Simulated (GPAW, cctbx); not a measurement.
## BiP: what bonding does to one electron reflection, worked out

BiP, Fm-3m (no. 225), a = 5.8433 Å, b = 5.8433 Å, c = 5.8433 Å, α = 90.00°, β = 90.00°, γ = 90.00°.

```csv
atom,mult.,x,y,z
Bi1,4,1/2,0,0
P1,4,0,0,0
```

The start was made by putting kin elements into a known structure type; the compound need not exist, or be stable, in this form.

A DFT run (GPAW, PBE, 450 eV, 7×7×7 k-points, Fermi–Dirac width 0.1 eV) gives the static X-ray structure factor of 111 as 250.297 e for the conventional cell; superposed free atoms give 251.083 e. **Problem.** Find the Fourier component V of the crystal potential and the two-beam extinction distance at 80 kV in both cases.

### 1. Geometry

The cell volume is Ω = 199.52 Å³ and d(111) = 3.3736 Å, so g = 1/d = 0.2964 Å⁻¹.

### 2. The nuclei

Electrons feel nuclei as well as electrons, so the nuclear charges are summed with the same phases.

Phase sums Σ exp(2πi h·x), turned so that the total is real and positive: Bi +4.000, P -4.000. Then F_Z = 83 × (+4.000) + 15 × (-4.000) = 272.00 e. The electron term has the same sign for this reflection.

### 3. Mott–Bethe

Poisson's equation, term by term, gives V = (e/4πε₀)(F_Z − F)/(πΩg²), with e/4πε₀ = 14.3996 V Å.

The prefactor is 14.3996 × 3.3736²/(π × 199.52) = 0.26146 V per electron. Free atoms: (272.00 − 251.083) × 0.26146 = 5.469 V. Crystal: (272.00 − 250.297) × 0.26146 = 5.674 V. F changes by -0.31 % and V by +3.8 %: the same 0.79 e is measured against F_Z − F = 20.9 e in place of F = 251.1 e.

### 4. Extinction distance

In the two-beam case ξ = 1/(λU) with U = 2γm₀eV/h², that is ξ = 150.41 V Å²/(γλV).

At 80 kV, λ = 0.04176 Å and γ = 1.1566. Free atoms: ξ = 569 Å. Crystal: ξ = 549 Å. The thickness fringes go as sin²(πt/ξ), so the two patterns slip by a quarter of a period when t|1/ξ₁ − 1/ξ₀| = 1/4, at t ≈ 379 nm. Thermal motion, absorption and many-beam coupling, left out here, change a real pattern.

### 5. Answer

V(111) is 5.67 V against 5.47 V, and ξ is 549 against 569 Å. Limits: static atoms, two beams.

[Outputs are excerpts: Python notices, other lines and further rows are left out; steps that failed or that the build refused (PBEsol, TPSS) are not shown.]

[Logs are printed without paths, hosts, clocks, repeated set-up lines and the standing remarks that a program may print on its own settings, such as how far it seeks lower states.]
